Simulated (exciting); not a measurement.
# F K-edge absorption of CsSrF3, all-electron BSE

Wanted: the near-edge spectrum and the bound core excitons at the F K edge of CsSrF3.

Method: X-ray absorption, core-level Bethe-Salpeter equation, exchange and statically screened direct term, Tamm-Dancoff, all-electron LAPW+lo LDA, in exciting sodium.

This is a report of a sequence of runs, with most program output left out.

## (1) The structure

It takes space group Pm-3m (No. 221, cubic). Conventional cell: a = 4.763 Å, b = 4.763 Å, c = 4.763 Å, α = 90.00°, β = 90.00°, γ = 90.00°. Nearest to Cs lie 12 F at 3.37 Å. Sr has 6 F at 2.38 Å nearest. F has 2 Sr at 2.38 Å and 4 Cs at 3.37 Å nearest. Farther neighbours and most contacts between anions are not listed.

Structure file:

```xyz
5
Lattice="4.7632 0.0000 0.0000 0.0000 4.7632 0.0000 0.0000 0.0000 4.7632" Properties=species:S:1:pos:R:3 pbc="T T T"
Cs    0.0000    0.0000    0.0000
Sr    2.3816    2.3816    2.3816
F     2.3816    2.3816    0.0000
F     2.3816    0.0000    2.3816
F     0.0000    2.3816    2.3816
```

Differences between curves are given as r.m.s. difference over r.m.s. height.

## (2) The self-consistent potential

The species files are the program's own, with muffin-tin radii set in the input.

The input, input.xml:

```
<input>
  <title>CsSrF3</title>
  <structure speciespath="." autormt="false" epslat="1.0e-5">
    <crystal>
      <basevect>9.0012323112 0.0000000000 0.0000000000</basevect>
      <basevect>0.0000000000 9.0012323112 0.0000000000</basevect>
      <basevect>0.0000000000 0.0000000000 9.0012323112</basevect>
    </crystal>
    <species speciesfile="Cs.xml" rmt="2.464">
      <atom coord="0.0000000000 0.0000000000 0.0000000000"/>
    </species>
    <species speciesfile="Sr.xml" rmt="2.464">
      <atom coord="0.5000000000 0.5000000000 0.5000000000"/>
    </species>
    <species speciesfile="F.xml" rmt="1.902">
      <atom coord="0.5000000000 0.5000000000 0.0000000000"/>
      <atom coord="0.5000000000 0.0000000000 0.5000000000"/>
      <atom coord="0.0000000000 0.5000000000 0.5000000000"/>
    </species>
  </structure>
  <groundstate do="fromscratch" xctype="LDA_PW" ngridk="3 3 3" rgkmax="7" gmaxvr="14" nempty="8" swidth="0.001" maxscl="100" epsengy="1e-5"/>
</input>
```

On the command line:

```
OMP_NUM_THREADS=1 mpirun -n 4 exciting
```

Wall time 2.3 min (4 MPI ranks of Intel Xeon at 2.50GHz (Skylake/Cascade Lake), shared host).

The warnings file holds hints only, no warning.

The mesh shows a gap of 6.06 eV. Core levels (Dirac, from the valence top):

```csv
atom,level,energy (eV)
F,1s1/2,-646.2
```

## (3) A richer basis for the empty states

Each species file gets more local orbitals, built from u and its energy derivative at 0.15 Ha and u at 0.9 Ha.

input.xml is that of step 2.

The input, SPECIES.xml, added lines:

```
<lo l="L">  <!-- L = 0, 1, 2, and 3 from Cs on -->
  <wf matchingOrder="0" trialEnergy="0.1500" searchE="false"/>
  <wf matchingOrder="1" trialEnergy="0.1500" searchE="false"/>
  <wf matchingOrder="0" trialEnergy="0.9000" searchE="false"/>
</lo>
```

On the command line:

```
OMP_NUM_THREADS=1 mpirun -n 4 exciting
```

Wall time 1.9 min (4 MPI ranks).

Against the first ground state the total energy moves by -8 meV an atom and the gap by -0.01 eV.

## (4) Screening, kernels and BSE for F atom 3

The absorber has 2 Sr at 2.38 Å (linear, site symmetry 4/mmm).

Changes to input.xml since step 3:

```diff
@@ -20,3 +20,20 @@
   </structure>
-  <groundstate do="fromscratch" xctype="LDA_PW" ngridk="3 3 3" rgkmax="7" gmaxvr="14" nempty="8" swidth="0.001" maxscl="100" epsengy="1e-5"/>
+  <groundstate do="skip" xctype="LDA_PW" ngridk="3 3 3" rgkmax="7" gmaxvr="14" nempty="8" swidth="0.001" maxscl="100" epsengy="1e-5"/>
+  <xs xstype="BSE" ngridk="3 3 3" ngridq="3 3 3" vkloff="0.097 0.273 0.493" rgkmax="7" nempty="58" gqmax="3" lmaxapwwf="5" lmaxemat="2" broad="0.01654" tevout="true">
+    <energywindow intv="23.526 25.143" points="439"/>
+    <screening screentype="full" nempty="85"/>
+    <BSE xas="true" xasspecies="3" xasatom="1" xasedge="K" bsetype="singlet" nstlxas="1 54"/>
+    <qpointset>
+      <qpoint>0 0 0</qpoint>
+    </qpointset>
+    <plan>
+      <doonly task="xsgeneigvec"/>
+      <doonly task="writepmatxs"/>
+      <doonly task="scrgeneigvec"/>
+      <doonly task="scrwritepmat"/>
+      <doonly task="screen"/>
+      <doonly task="scrcoulint"/>
+      <doonly task="exccoulint"/>
+    </plan>
+  </xs>
 </input>
```

The input, input.xml for the last start (plan only):

```
  <plan>
    <doonly task="bse"/>
  </plan>
```

On the command line:

```
OMP_NUM_THREADS=1 mpirun -n 4 exciting
OMP_NUM_THREADS=4 exciting
```

Wall time 30 min (4 MPI ranks).

Wall time by task: xsgeneigvec 28 s, writepmatxs 29 s, scrgeneigvec 21 s, scrwritepmat 18 s, screen 2.5 min, scrcoulint 8.7 min, exccoulint 16 min, bse 45 s.

The F K spectrum of F atom 3 (energy from the Kohn–Sham onset, core level to the lowest empty state found on the meshes used, 652.17 eV; the ground-state mesh sets it, and the shifted mesh has its lowest transition 0.49 eV above it; Im ε scaled to the maximum of the singlet run; cut below the end of the band set):

| E (eV) | Im ε |
| --- | --- |
| -4.5 | 0.02 |
| -4.0 | 0.02 |
| -3.5 | 0.03 |
| -3.0 | 0.05 |
| -2.5 | 0.07 |
| -2.0 | 0.12 |
| -1.5 | 0.25 |
| -1.0 | 0.68 |
| -0.5 | 0.90 |
| 0.0 | 0.53 |
| 0.5 | 0.37 |
| 1.0 | 0.22 |
| 1.5 | 0.17 |
| 2.0 | 0.17 |
| 2.5 | 0.20 |
| 3.0 | 0.31 |
| 3.5 | 0.41 |
| 4.0 | 0.37 |
| 4.5 | 0.20 |
| 5.0 | 0.15 |
| 5.5 | 0.14 |
| 6.0 | 0.13 |
| 6.5 | 0.14 |
| 7.0 | 0.14 |
| 7.5 | 0.15 |
| 8.0 | 0.17 |
| 8.5 | 0.12 |
| 9.0 | 0.09 |
| 9.5 | 0.08 |
| 10.0 | 0.07 |
| 10.5 | 0.08 |
| 11.0 | 0.08 |
| 11.5 | 0.12 |
| 12.0 | 0.18 |
| 12.5 | 0.16 |
| 13.0 | 0.13 |
| 13.5 | 0.10 |
| 14.0 | 0.10 |
| 14.5 | 0.11 |
| 15.0 | 0.13 |
| 15.5 | 0.16 |
| 16.0 | 0.18 |
| 16.5 | 0.16 |
| 17.0 | 0.18 |
| 17.5 | 0.21 |
| 18.0 | 0.22 |
| 18.5 | 0.24 |
| 19.0 | 0.22 |
| 19.5 | 0.19 |
| 20.0 | 0.13 |
| 20.5 | 0.11 |
| 21.0 | 0.11 |
| 21.5 | 0.11 |
| 22.0 | 0.10 |
| 22.5 | 0.08 |
| 23.0 | 0.07 |

Maxima (height): -0.7 eV (1.00), 3.7 eV (0.43), 7.9 eV (0.18), 12.1 eV (0.19), 15.9 eV (0.18) and 18.7 eV (0.25).

The Hamiltonian has 2916 rows. The lowest groups of eigenvalues and the brightest ones, on the scale above (the program counts from the shifted mesh's onset, 0.49 eV higher). Core spinors bring spin-forbidden partners, so dark means forbidden by spin or by symmetry, and the shifted mesh splits states that symmetry would keep together:

```csv
energy (eV),states within 10 meV,relative strength
-1.497,2,5.2e-4
-0.765,1,dark
-0.731,1,0.85
-0.705,1,dark
-0.665,1,1.00
-0.560,2,0.049
-0.261,2,0.13
0.262,2,0.11
3.751,2,0.18
3.937,4,0.19
18.666,4,0.16
```

## (5) Independent particles

Changes to input.xml since step 4:

```diff
@@ -24,3 +24,3 @@
     <screening screentype="full" nempty="85"/>
-    <BSE xas="true" xasspecies="3" xasatom="1" xasedge="K" bsetype="singlet" nstlxas="1 54"/>
+    <BSE xas="true" xasspecies="3" xasatom="1" xasedge="K" bsetype="IP" nstlxas="1 54"/>
     <qpointset>
@@ -29,9 +29,3 @@
     <plan>
-      <doonly task="xsgeneigvec"/>
-      <doonly task="writepmatxs"/>
-      <doonly task="scrgeneigvec"/>
-      <doonly task="scrwritepmat"/>
-      <doonly task="screen"/>
-      <doonly task="scrcoulint"/>
-      <doonly task="exccoulint"/>
+      <doonly task="bse"/>
     </plan>
```

On the command line:

```
OMP_NUM_THREADS=4 exciting
```

Elapsed: 4.5 s, on 4 threads.

Maxima (height): 3.0 eV (0.40), 8.1 eV (0.36), 9.9 eV (0.22), 14.7 eV (0.17) and 21.1 eV (0.36); 1 lower ones aren't listed. The spectrum differs from the singlet run by 83 % r.m.s. Moving the earlier curve by +3.7 eV leaves 45 %. The highest maximum lies at 3.0 eV (0.40), against -0.7 eV (1.00).

## (6) Exchange alone

Changes to input.xml since step 5:

```diff
@@ -24,3 +24,3 @@
     <screening screentype="full" nempty="85"/>
-    <BSE xas="true" xasspecies="3" xasatom="1" xasedge="K" bsetype="IP" nstlxas="1 54"/>
+    <BSE xas="true" xasspecies="3" xasatom="1" xasedge="K" bsetype="RPA" nstlxas="1 54"/>
     <qpointset>
```

On the command line:

```
OMP_NUM_THREADS=4 exciting
```

Run time: 64 s. Hardware: 4 threads.

Maxima (height): 3.0 eV (0.39), 8.1 eV (0.36), 9.9 eV (0.22), 14.7 eV (0.17) and 21.2 eV (0.37); 1 lower ones aren't listed. The spectrum differs from the independent-particle run by 2 % r.m.s.

## (7) A changed run

In this try the input is made faulty on purpose, to show what that does.

Changes to input.xml since step 6:

```diff
@@ -23,4 +23,4 @@
     <energywindow intv="23.526 25.143" points="439"/>
-    <screening screentype="full" nempty="85"/>
-    <BSE xas="true" xasspecies="3" xasatom="1" xasedge="K" bsetype="RPA" nstlxas="1 54"/>
+    <screening screentype="full" nempty="3"/>
+    <BSE xas="true" xasspecies="3" xasatom="1" xasedge="K" bsetype="singlet" nstlxas="1 54"/>
     <qpointset>
@@ -29,3 +29,6 @@
     <plan>
-      <doonly task="bse"/>
+      <doonly task="scrgeneigvec"/>
+      <doonly task="scrwritepmat"/>
+      <doonly task="screen"/>
+      <doonly task="scrcoulint"/>
     </plan>
```

The input, input.xml for the last start (plan only):

```
  <plan>
    <doonly task="bse"/>
  </plan>
```

On the command line:

```
OMP_NUM_THREADS=1 mpirun -n 4 exciting
OMP_NUM_THREADS=4 exciting
```

The job ended after 9.2 min (4 MPI ranks).

Wall time by task: scrgeneigvec 20 s, scrwritepmat 11 s, screen 30 s, scrcoulint 7.5 min, bse 38 s.

The input has a fault: far too few empty states in the screening. Against the singlet run the r.m.s. difference is 107 %. Moving the earlier curve by -2.1 eV leaves 33 %. The highest maximum lies at -2.8 eV (1.39), against -0.7 eV (1.00). The first bright state moves from -0.73 to -2.75 eV. Too few states underscreen, so the attraction is too strong.

| E (eV) | first run | this run |
| --- | --- | --- |
| -6.0 | 0.01 | 0.03 |
| -5.0 | 0.02 | 0.06 |
| -4.0 | 0.02 | 0.17 |
| -3.0 | 0.05 | 1.07 |
| -2.0 | 0.12 | 0.48 |
| -1.0 | 0.68 | 0.38 |
| 0.0 | 0.53 | 0.18 |
| 1.0 | 0.22 | 0.22 |
| 2.0 | 0.17 | 0.35 |
| 3.0 | 0.31 | 0.13 |
| 4.0 | 0.37 | 0.08 |
| 5.0 | 0.15 | 0.09 |
| 6.0 | 0.13 | 0.11 |
| 7.0 | 0.14 | 0.14 |
| 8.0 | 0.17 | 0.08 |
| 9.0 | 0.09 | 0.06 |
| 10.0 | 0.07 | 0.07 |
| 11.0 | 0.08 | 0.18 |
| 12.0 | 0.18 | 0.11 |
| 13.0 | 0.13 | 0.08 |
| 14.0 | 0.10 | 0.12 |
| 15.0 | 0.13 | 0.16 |
| 16.0 | 0.18 | 0.13 |
| 17.0 | 0.18 | 0.18 |
| 18.0 | 0.22 | 0.16 |
| 19.0 | 0.22 | 0.09 |
| 20.0 | 0.13 | 0.06 |
| 21.0 | 0.11 | 0.07 |
| 22.0 | 0.10 | 0.05 |
| 23.0 | 0.07 | 0.03 |

## (8) Ground state with other settings

The input, input.xml:

```
<input>
  <title>CsSrF3</title>
  <structure speciespath="." autormt="false" epslat="1.0e-5">
    <crystal>
      <basevect>9.0012323112 0.0000000000 0.0000000000</basevect>
      <basevect>0.0000000000 9.0012323112 0.0000000000</basevect>
      <basevect>0.0000000000 0.0000000000 9.0012323112</basevect>
    </crystal>
    <species speciesfile="Cs.xml" rmt="2.464">
      <atom coord="0.0000000000 0.0000000000 0.0000000000"/>
    </species>
    <species speciesfile="Sr.xml" rmt="2.464">
      <atom coord="0.5000000000 0.5000000000 0.5000000000"/>
    </species>
    <species speciesfile="F.xml" rmt="1.902">
      <atom coord="0.5000000000 0.5000000000 0.0000000000"/>
      <atom coord="0.5000000000 0.0000000000 0.5000000000"/>
      <atom coord="0.0000000000 0.5000000000 0.5000000000"/>
    </species>
  </structure>
  <groundstate do="fromscratch" xctype="LDA_PW" ngridk="3 3 3" rgkmax="4.5" gmaxvr="14" nempty="8" swidth="0.001" maxscl="100" epsengy="1e-5"/>
</input>
```

SPECIES.xml, added lines is that of step 3.

On the command line:

```
OMP_NUM_THREADS=1 mpirun -n 4 exciting
```

Run time: 63 s. Hardware: 4 MPI ranks.

Against the second ground state the total energy moves by 1255 meV an atom and the gap by 0.05 eV.

## (9) Another input

Changes to input.xml since step 8:

```diff
@@ -20,3 +20,20 @@
   </structure>
-  <groundstate do="fromscratch" xctype="LDA_PW" ngridk="3 3 3" rgkmax="4.5" gmaxvr="14" nempty="8" swidth="0.001" maxscl="100" epsengy="1e-5"/>
+  <groundstate do="skip" xctype="LDA_PW" ngridk="3 3 3" rgkmax="4.5" gmaxvr="14" nempty="8" swidth="0.001" maxscl="100" epsengy="1e-5"/>
+  <xs xstype="BSE" ngridk="3 3 3" ngridq="3 3 3" vkloff="0.097 0.273 0.493" rgkmax="4.5" nempty="58" gqmax="3" lmaxapwwf="5" lmaxemat="2" broad="0.01654" tevout="true">
+    <energywindow intv="23.537 25.154" points="439"/>
+    <screening screentype="full" nempty="85"/>
+    <BSE xas="true" xasspecies="3" xasatom="1" xasedge="K" bsetype="singlet" nstlxas="1 54"/>
+    <qpointset>
+      <qpoint>0 0 0</qpoint>
+    </qpointset>
+    <plan>
+      <doonly task="xsgeneigvec"/>
+      <doonly task="writepmatxs"/>
+      <doonly task="scrgeneigvec"/>
+      <doonly task="scrwritepmat"/>
+      <doonly task="screen"/>
+      <doonly task="scrcoulint"/>
+      <doonly task="exccoulint"/>
+    </plan>
+  </xs>
 </input>
```

The input, input.xml for the last start (plan only):

```
  <plan>
    <doonly task="bse"/>
  </plan>
```

On the command line:

```
OMP_NUM_THREADS=1 mpirun -n 4 exciting
OMP_NUM_THREADS=4 exciting
```

It took 26 min on 4 MPI ranks.

The input has a fault: the basis cutoff rgkmax is far too low. The spectrum differs from the singlet run by 36 % r.m.s. Moving the earlier curve by +0.4 eV leaves 10 %. The highest maximum lies at -0.3 eV (1.01), against -0.7 eV (1.00). The first bright state moves from -0.73 to -0.39 eV. The lowest bare transition of this run lies at 0.80 eV, against 0.49. A small basis shifts bands and core levels against each other.

```csv
E (eV),first run,this run
-4.0,0.02,0.02
-3.0,0.05,0.04
-2.0,0.12,0.08
-1.0,0.68,0.34
0.0,0.53,0.79
1.0,0.22,0.34
2.0,0.17,0.18
3.0,0.31,0.22
4.0,0.37,0.43
5.0,0.15,0.19
6.0,0.13,0.14
7.0,0.14,0.14
8.0,0.17,0.13
9.0,0.09,0.19
10.0,0.07,0.10
11.0,0.08,0.07
12.0,0.18,0.08
13.0,0.13,0.17
14.0,0.10,0.12
15.0,0.13,0.11
16.0,0.18,0.17
17.0,0.18,0.16
18.0,0.22,0.21
19.0,0.22,0.25
20.0,0.13,0.19
21.0,0.11,0.11
22.0,0.10,0.11
23.0,0.07,0.09
```

## (10) The levels of theory side by side

```csv
level,curve passes 0.15 (eV),highest maximum (eV),its height
IP,1.7,3.0,0.40
RPA,1.8,3.0,0.39
singlet,-1.8,-0.7,1.00
```

| E (eV) | IP | RPA | singlet |
| --- | --- | --- | --- |
| -4.0 | 0.01 | 0.01 | 0.02 |
| -3.0 | 0.01 | 0.01 | 0.05 |
| -2.0 | 0.01 | 0.01 | 0.12 |
| -1.0 | 0.01 | 0.01 | 0.68 |
| 0.0 | 0.03 | 0.03 | 0.53 |
| 1.0 | 0.07 | 0.07 | 0.22 |
| 2.0 | 0.20 | 0.19 | 0.17 |
| 3.0 | 0.39 | 0.38 | 0.31 |
| 4.0 | 0.31 | 0.31 | 0.37 |
| 5.0 | 0.17 | 0.17 | 0.15 |
| 6.0 | 0.17 | 0.17 | 0.13 |
| 7.0 | 0.24 | 0.24 | 0.14 |
| 8.0 | 0.34 | 0.33 | 0.17 |
| 9.0 | 0.18 | 0.18 | 0.09 |
| 10.0 | 0.21 | 0.21 | 0.07 |
| 11.0 | 0.13 | 0.13 | 0.08 |
| 12.0 | 0.09 | 0.09 | 0.18 |
| 13.0 | 0.10 | 0.10 | 0.13 |
| 14.0 | 0.14 | 0.14 | 0.10 |
| 15.0 | 0.15 | 0.15 | 0.13 |
| 16.0 | 0.11 | 0.11 | 0.18 |
| 17.0 | 0.15 | 0.15 | 0.18 |
| 18.0 | 0.15 | 0.15 | 0.22 |
| 19.0 | 0.20 | 0.20 | 0.22 |
| 20.0 | 0.25 | 0.25 | 0.13 |
| 21.0 | 0.36 | 0.36 | 0.11 |
| 22.0 | 0.27 | 0.27 | 0.10 |
| 23.0 | 0.24 | 0.24 | 0.07 |

## (11) Results

- absorber and edge: F K, atom 3
- surroundings: 2 Sr at 2.38 Å (linear, site symmetry 4/mmm)
- first bright state: -0.73 eV from the Kohn–Sham onset, on this mesh
- highest maximum: -0.7 eV
- cost of the BSE run: 30 min on 4 MPI ranks of Intel Xeon at 2.50GHz (Skylake/Cascade Lake), shared host; the last task ran on as many threads

What this shows: Is a core exciton bound? Yes on this mesh: the first bright state (over 5 % of the brightest) lies at -0.73 eV from the Kohn–Sham onset and at -1.22 eV from the lowest bare transition of its own mesh; weaker or dark states reach down to -1.50 eV. Exchange alone changes the independent-particle spectrum by 1.8 % r.m.s. With 27 k points the binding energies are rough, and fine structure above the first lines is partly noise of the mesh. The kernel cutoff is low for a compact core orbital, so the effect of exchange is a lower bound. The zero comes from the unshifted 3×3×3 ground-state mesh; it is exact only where the band minimum lies on that mesh. The Kohn–Sham onset, 652 eV, is no photon energy: the scale needs a rigid shift. Bands and screening come from semilocal DFT, whose small gap overscreens. Vibrations and energy-dependent lifetimes are left out. The structure is a Materials Project entry, computed there, and may be a hypothetical form.

[Logs are printed without paths, hosts, clocks, repeated set-up lines and the standing remarks that a program may print on its own settings, such as how far it seeks lower states.]

[Hosts, paths, dates, database ids (printed as entryN), source tags and the programs' standing remarks are cut or masked in the printed files.]
